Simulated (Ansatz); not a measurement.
# NaSrH3 in R-3c, a phase reached by a soft mode: a soft mode frozen in, part 3 of 3

Aim: this structure of NaSrH3 in R-3c, a phase reached by a soft mode is to be tested for unstable modes, and one is followed downhill.

Ansatz 0.2.0; DFT PBEsol, scalar-relativistic, plane waves, PAW; PAW set soft_1.

So far. Step 5 (Energy along the mode, all amplitudes (two of the runs …): The lowest of the steps tried is the last one, at 0.6 Å, 16.5 meV/atom below the parent; the bottom of the well need not coincide with a step. Step 7 (The new phase in its own primitive cell): The largest force component left is 0.13 meV/Å and the pressure is 0.000 GPa, within the tolerances set. The cell now holds 15.15 Å³/atom.

The structure was built from a prototype and need not be the compound's stable phase.

## 8. Modes of the new phase

A relaxed structure may still be a saddle point, so its zone-centre modes are computed. The response to a homogeneous field gives the Born charges and the dielectric tensor.

Contents of input.yaml:

```yaml
crystal:
  lattice:
    - [3.0074934252, 1.7363771386, 4.8361236971]
    - [-3.0074934252, 1.7363771386, 4.8361236971]
    - [0.0, -3.4727542773, 4.8361236971]
  atoms:
    - { symbol: Na, position: [0.2739117497, 0.2739117497, 0.2739117497] }
    - { symbol: Na, position: [0.7739117497, 0.7739117497, 0.7739117497] }
    - { symbol: Sr, position: [0.5074462256, 0.5074462256, 0.5074462256] }
    - { symbol: Sr, position: [0.0074462256, 0.0074462256, 0.0074462256] }
    - { symbol: H, position: [0.5766080579, 0.135194277, 0.9193972417] }
    - { symbol: H, position: [0.4193972417, 0.635194277, 0.0766080579] }
    - { symbol: H, position: [0.9193972417, 0.5766080579, 0.135194277] }
    - { symbol: H, position: [0.0766080579, 0.4193972417, 0.635194277] }
    - { symbol: H, position: [0.135194277, 0.9193972417, 0.5766080579] }
    - { symbol: H, position: [0.635194277, 0.0766080579, 0.4193972417] }
kpoints:
  mp_grid: { grid: [6, 6, 6] }
hamiltonian:
  xc: pbesol
  pseudopotentials: { kind: paw, azcp: { folder: soft_1 }, xc_functional: pbe }
scf:
  occupations: { method: fixed }
output:
  eigenvalues: true
phonons:
  method: dfpt
  dielectric: true
  rigid_motions: translations
```

Command:

```bash
ansatz run input.yaml --threads 4 --pin off --max-ram 16384MiB --backend cpu --events-out ev --progress --plain --runs-dir out
```

Numbers of over 12 decimals in the logs are rounded to 6 here.

The program printed:

```text
[...]
Crystal: 10 atoms, lattice volume = 151.530 Å³
Basis set: ecut = 420 eV, 2945 PW (Γ), exchange–correlation on 80×80×80 points (8 copies of the dense FFT grid, shifted against one another)
Bands: 32, of which v1, the nominal top of the filled ones, is band 22 counted from 1 (21 counted from 0)
Symmetry: 6 space group operations
k-points: 112 of 216 (irreducible under 1 space group operation, time reversal used)
[...]
SCF iter   1: F=—  HF=-10035.118587 eV  |F-HF|=—  |Δ(HF+E_count)|=         —  Δρ=5.38e-2  dr2=5.11e0  ethr=3.10e-3  ⟨swp⟩=6.0  Hψ=15177  notcnv=0  defer=828
[...]
SCF iter   9: F=-10033.440716 eV  HF=-10033.440716 eV  |F-HF|=3.82e-11  |Δ(HF+E_count)|=  8.11e-10  Δρ=1.70e-7  dr2=4.51e-11  ethr=1.00e-12  ⟨swp⟩=21.2  Hψ=34391  notcnv=0
SCF 1 converged in 9 iterations: F = -10033.440716 eV  dr2 = 4.51e-11
[...]
NSCF: frozen V_eff on 6 k-points
DFPT response loops at Γ: preconditioner auto → none (the input reference at scf.mixing.eps_inf says where Resta's filter doesn't serve); β = 0.50; Broyden in place of MSR1
SCF converged after 9 iterations
Free energy (F): -10033.440716 eV
[...]
Internal energy: -10033.440716 eV  (E = F + TS)
E sigma→0 (E₀):  -10033.440716 eV
Fermi energy:    2.578728 eV
[...]
--- Band table (eV; the first three rows and the last of 112) ---
  k-point 0: bands = [... 18 lower, 1.5894, 2.0136, 2.5787, 2.5787, 6.5851, 6.5851, 7.1464, 8.2889, ... 6 higher]
  k-point 1: bands = [... 18 lower, 1.6610, 2.0185, 2.4749, 2.5354, 6.4327, 6.5678, 7.0475, 8.1815, ... 6 higher]
  k-point 2: bands = [... 18 lower, 1.8393, 2.0493, 2.3130, 2.4192, 6.2609, 6.5217, 6.9418, 7.3772, ... 6 higher]
  k-point 111: bands = [... 18 lower, 2.1301, 2.1301, 2.1301, 2.1301, 6.5365, 6.5365, 7.2900, 7.2900, ... 6 higher]
[...]
ASR residual: 1.178e-4 → 0.000e0 eV/Å²; symmetrization residual: 3.554e-6 eV/Å²
[...]
ε∞ (high-frequency dielectric tensor):
        3.814440     0.000000    -0.000000
       -0.000000     3.814440     0.000000
       -0.000000     0.000000     3.693540
  ε⁰ (static dielectric tensor: ions relaxed, cell fixed):
        8.758047     0.000000     0.000000
        0.000000     8.758047    -0.000000
        0.000000    -0.000000    11.553934
  ε⁰ − ε∞ (ionic part):
        4.943607     0.000000     0.000000
        0.000000     4.943607    -0.000000
        0.000000    -0.000000     7.860394
[...]
Born effective charges Z* (e; rows j = field, columns β = displacement):
    site 0:
         0.86651    0.02223    0.00000
        -0.02223    0.86651    0.00000
        -0.00000    0.00000    0.84402
    site 1:
         0.86651   -0.02223   -0.00000
         0.02223    0.86651    0.00000
         0.00000    0.00000    0.84402
    site 2:
         2.03619    0.00346    0.00000
        -0.00346    2.03619    0.00000
        -0.00000    0.00000    2.00081
    site 3:
         2.03619   -0.00346   -0.00000
         0.00346    2.03619    0.00000
         0.00000    0.00000    2.00081
    site 4:
        -0.97597    0.06366   -0.15877
         0.06404   -0.95917    0.00396
        -0.14134    0.00485   -0.94828
    site 5:
        -1.01867    0.03939   -0.08281
         0.03901   -0.91647    0.13551
        -0.07486    0.11998   -0.94828
    site 6:
        -0.90807   -0.02484    0.07595
        -0.02446   -1.02707   -0.13947
         0.06647   -0.12482   -0.94828
    site 7:
        -0.90807    0.02484   -0.07595
         0.02446   -1.02707   -0.13947
        -0.06647   -0.12482   -0.94828
    site 8:
        -1.01867   -0.03939    0.08281
        -0.03901   -0.91647    0.13551
         0.07486    0.11998   -0.94828
    site 9:
        -0.97597   -0.06366    0.15877
        -0.06404   -0.95917    0.00396
         0.14134    0.00485   -0.94828
  Z* charge neutrality: 8.060e-5 e pre-enforcement
  k-mesh period / interband length: 36.1 Å / 1.37 Å = 26.42 at k = (0.1667, 0.1667, -0.3333), direct gap 3.512 eV — 14 or more, which is no proof of convergence
  optical modes at Γ without the LO–TO term, one row a degenerate level:
      ω (cm⁻¹)  modes    IR ((D/Å)²/amu)
        111.10      1             0.0000
[...]
optical modes at Γ + LO–TO along q̂ = [1.0000, 0.0000, 0.0000]:
      ω (cm⁻¹)  modes    IR ((D/Å)²/amu)
[...]
optical modes at Γ + LO–TO along q̂ = [0.0000, 1.0000, 0.0000]:
      ω (cm⁻¹)  modes    IR ((D/Å)²/amu)
[...]
optical modes at Γ + LO–TO along q̂ = [0.0000, 0.0000, 1.0000]:
      ω (cm⁻¹)  modes    IR ((D/Å)²/amu)
[...]
471.54      2            30.6597
        536.60      2            67.4062
        636.22      1             0.0000
        660.15      1            23.9628
        751.91      2           147.5164
        812.47      2            20.3329
        850.97      2             2.1449
        857.96      1            12.2965
        906.45      1             0.0000
        951.68      1            93.4012
        953.40      2             0.0000
        994.82      1             0.0000
```

Wall time 2.2 min (4 threads of Arm Neoverse V2, shared host); peak memory 2 GiB.

Numbers from this step:

- sum-rule residual before enforcement: 1.18e-4 eV/Å²
- miss of the charge sum rule: 8.06e-5 e
- point group: 3m
- highest optical mode at the zone centre (no LO-TO term): 994.8 cm⁻¹
- lowest optical zone-centre mode: 111.1 cm⁻¹
- mean high-frequency dielectric constant: 3.774
- largest Born charge (third of the trace): 2.024 e
- mean static dielectric constant: 9.690
- top of the zone-centre spectrum with the field: 1000 cm⁻¹

Without the LO-TO term. Patterns of degenerate modes are one choice out of their space. Modes at Γ, with each element's share of the kinetic energy:

```csv
mode,frequency (cm⁻¹),symmetry,Na %,Sr %,H %
1,0.0,acoustic,20,77,3
2,0.0,acoustic,20,77,3
3,0.0,acoustic,20,77,3
4,111.1,A2,1,99,0
5,124.1,E,1,99,0
6,124.1,E,1,99,0
7,169.3,A1,76,22,2
8,170.2,E,76,22,2
9,170.2,E,76,22,2
10,195.9,E,99,0,1
11,195.9,E,99,0,1
12,197.4,A2,98,1,0
13,457.1,A1,3,0,96
14,471.5,E,0,0,99
15,471.5,E,0,0,99
16,536.6,E,2,0,98
17,536.6,E,2,0,98
18,636.2,A2,0,0,100
19,751.9,E,1,1,98
20,751.9,E,1,1,98
21,777.8,A1,0,0,100
22,812.5,E,0,0,100
23,812.5,E,0,0,100
24,851.0,E,0,0,100
25,851.0,E,0,0,100
26,877.8,A1,1,0,99
27,906.5,A2,0,0,100
28,953.4,E,1,0,99
29,953.4,E,1,0,99
30,994.8,A2,0,0,100
```

Displacements in mode 4 (111.1 cm⁻¹), the largest set to 1:
```
Na1  0.00  0.00 -0.23
Na2  0.00  0.00  0.23
Sr3  0.00  0.00 -1.00
Sr4  0.00  0.00  1.00
H5  -0.04  0.00 -0.02
H6   0.02 -0.04  0.02
H7   0.03 -0.04 -0.02
H8   0.03  0.04  0.02
H9   0.02  0.04 -0.02
H10 -0.04  0.00  0.02
```

Displacements in mode 5 (124.1 cm⁻¹), the largest set to 1:
```
Na1  0.18  0.01  0.00
Na2  0.07 -0.17  0.00
Sr3 -0.62 -0.96  0.00
Sr4  0.54  1.00  0.00
H5   0.06 -0.19 -0.20
H6   0.20  0.04 -0.19
H7  -0.02 -0.38 -0.06
H8   0.12  0.23  0.26
H9  -0.14 -0.22  0.26
H10  0.33  0.21 -0.07
```

Optical modes at the zone centre, without and with the macroscopic field of the longitudinal modes; each column is sorted by frequency, so a row need not hold one and the same mode. Modes with and without the field, by row:

```csv
rank among optical modes,no field (cm⁻¹),"q along (1, 0, 0) (cm⁻¹)","q along (0, 0, 1) (cm⁻¹)"
1,111.1,111.1,111.1
2,124.1,124.1,124.1
3,124.1,124.3,124.1
4,169.3,169.3,170.2
5,170.2,170.2,170.2
6,170.2,171.9,173.4
7,195.9,195.9,195.9
8,195.9,196.4,195.9
9,197.4,197.4,197.4
10,457.1,457.1,471.5
11,471.5,471.5,471.5
12,471.5,485.3,536.6
13,536.6,536.6,536.6
14,536.6,592.8,636.2
15,636.2,636.2,660.1
16,751.9,751.9,751.9
17,751.9,777.8,751.9
18,777.8,804.1,812.5
19,812.5,812.5,812.5
20,812.5,849.6,851
21,851,851,851
22,851,877.8,858
23,877.8,906.5,906.5
24,906.5,953.4,951.7
25,953.4,953.4,953.4
26,953.4,994.8,953.4
27,994.8,1000,994.8
```

Born charge (rows field, columns displacement) (e), principal values of the symmetric part by kind of site:

```csv
atom,atoms with these values,low,middle,high,mean
Na1,2,0.84,0.87,0.87,0.86
Sr3,2,2.00,2.04,2.04,2.02
H5,6,-1.13,-0.95,-0.80,-0.96
```

In full for H5:

```
-0.98  0.06 -0.16
 0.06 -0.96  0.00
-0.14  0.00 -0.95
```

High-frequency dielectric tensor:

```
3.81 0.00 0.00
0.00 3.81 0.00
0.00 0.00 3.69
```

Static dielectric tensor (ions relaxed, fixed cell):

```
 8.76  0.00  0.00
 0.00  8.76  0.00
 0.00  0.00 11.55
```

Transverse modes. Lines of the infrared spectrum (strongest = 100):

```csv
position (cm⁻¹),relative intensity
111,0.0
124,0.0
169,0.8
170,0.5
196,0.2
197,0.0
457,66
472,21
537,46
636,0.0
752,100
778,18
812,14
851,1.5
878,3.0
906,0.0
953,0.0
995,0.0
```

Before it was imposed, the acoustic sum rule was missed by 1.2e-4 eV/Å² and the charge sum rule by 8.1e-5 e. Small misses are needed for a sound result but don't prove that mesh and cutoff are converged. The lowest optical mode is real, 111 cm⁻¹.

## 9. The phases reached

The phases reached along the modes that were followed are set side by side.

Energies are those of the first relaxation, on the mesh of the frozen mode; space group, volume and gap are those of the last relaxation. Phases, by row:

```csv
mode frozen in,space group,energy from parent (meV/atom),volume (Å³/atom),gap on mesh (eV),lowest zone-centre optical mode (cm⁻¹),largest shift (Å)
parent,R-3c,0,17.97,2.602,–,–
"q = (0, 0, 0), 263i cm⁻¹",R3c,-54.6,15.15,3.294,111.1,0.601
```

## 10. Summary of results

```yaml
unstable_mode_of_the_parent: q = (0, 0, 0), 263i cm⁻¹
depth_at_the_lowest_point_sampled: 16.5 meV/atom
largest_atomic_shift_at_that_point: 0.6 Å
space_group_reached_within_0p01_a: R3c
energy_gained_over_the_parent_first_relaxation_on_the_mesh_of_the_frozen_mode: 54.6 meV/atom
volume_per_atom_phase_reached: 15.2 Å³
gap_on_the_k_mesh_phase_reached: 3.29 eV
lowest_optical_zone_centre_mode_phase_reached: 111 cm⁻¹
highest_optical_mode_at_the_zone_centre_no_lo_to_term_phase_reached: 995 cm⁻¹
```

**Reading.** Along this mode the structure falls into R3c, 54.6 meV/atom below the parent. At the parent's cell the well is 16.46 meV/atom deep on the steps tried, with its lowest point at a shift of 0.6 Å. That is the last step tried, so the steps alone don't bracket the bottom of the well. Relaxing atoms and cell changes the gain by +38.14 meV/atom against the lowest step (energies at zero smearing). Most of the total comes from this relaxation. The new phase has no imaginary mode at the zone centre of its cell; other wavevectors were not checked. Each path keeps the symmetry of its pattern, so a lower phase may lie along a pattern not tried. The PAW files were made for PBE and serve the other functionals too. The starting cell was built on a prototype and not taken from a measurement, so the phase need not exist.

[Logs are printed without paths, hosts, clocks, repeated set-up lines and the standing remarks that a program may print on its own settings, such as how far it seeks lower states.]

[Hosts, paths, dates, database ids (printed as entryN), source tags and the programs' standing remarks are cut or masked in the printed files.]
